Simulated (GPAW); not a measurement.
# ZnS (F-43m): refractive index against wavelength

The refractive index of ZnS (F-43m) below the direct gap (2.11 eV on the mesh) is read from one computed spectrum, n = √(Re ε).

Symmetry: F-43m, No. 216, cubic system. Conventional cell: a = 5.404 Å, b = 5.404 Å, c = 5.404 Å, α = 90.00°, β = 90.00°, γ = 90.00°. Zn on site c is surrounded by 4 S at 2.34 Å. Around S on site a lie 4 Zn at 2.34 Å.

Method: GPAW 26.7.0, PBE, RPA, k-mesh 11×11×11, local fields up to 60 eV, Lorentzian half width 0.2 eV.

Launch of the response step: `OMP_NUM_THREADS=1 python df.py`. The run took 66 s, its band step included, on 1 thread of Arm Neoverse N1, on a shared host.

| wavelength (nm) | photon energy E (eV) | n |
| --- | --- | --- |
| 3000 | 0.413 | 2.3710 |
| 2000 | 0.620 | 2.3786 |
| 1550 | 0.800 | ? |
| 1310 | 0.946 | 2.3978 |
| 1064 | 1.165 | 2.4163 |
| 850 | 1.459 | 2.4505 |

In the single-oscillator model n² − 1 = E₀E_d/(E₀² − E²), so 1/(n² − 1) = E₀/E_d − E²/(E₀E_d) is linear in E².

Working, on the rows shown:

| x = E² (eV²) | y = 1/(n² − 1) |
| --- | --- |
| 0.170801 | 0.216373 |
| 0.384302 | 0.214696 |
| 0.895757 | 0.210551 |
| 1.35784 | 0.206675 |
| 2.12762 | 0.199802 |

Means: x̄ = 0.98727, ȳ = 0.20962. Σ(x − x̄)(y − ȳ) = -0.02095, Σ(x − x̄)² = 2.476. Slope = -0.02095 / 2.476 = -0.008459; intercept = ȳ − slope · x̄ = 0.21797. Turned back into n, the line misses the rows shown by at most 0.00092.

Predict the last column of the withheld row from the fit.

At x = 0.63984 the line gives y = 0.21256, that is 2.3884. The run gave 2.3881, so the interpolation is off by 0.00033, 0.4 % of the range in the table.

Refitted with all rows, the slope is -0.008467 and the intercept 0.21799. These give E₀ = √(intercept/−slope) = 5.07 eV and E_d = E₀/intercept = 23.3 eV; E₀ is 2.4 times the direct gap. The electronic limit at long wavelengths, without lattice vibrations, is n = √(1 + 1/intercept) = 2.364. The cell comes from an older database entry, whose edges can be off by a per cent or so. Excitons are left out; PBE gaps are as a rule too small. The values come from a sum over the points of one k-mesh and carry its error, which grows as the direct gap shrinks.
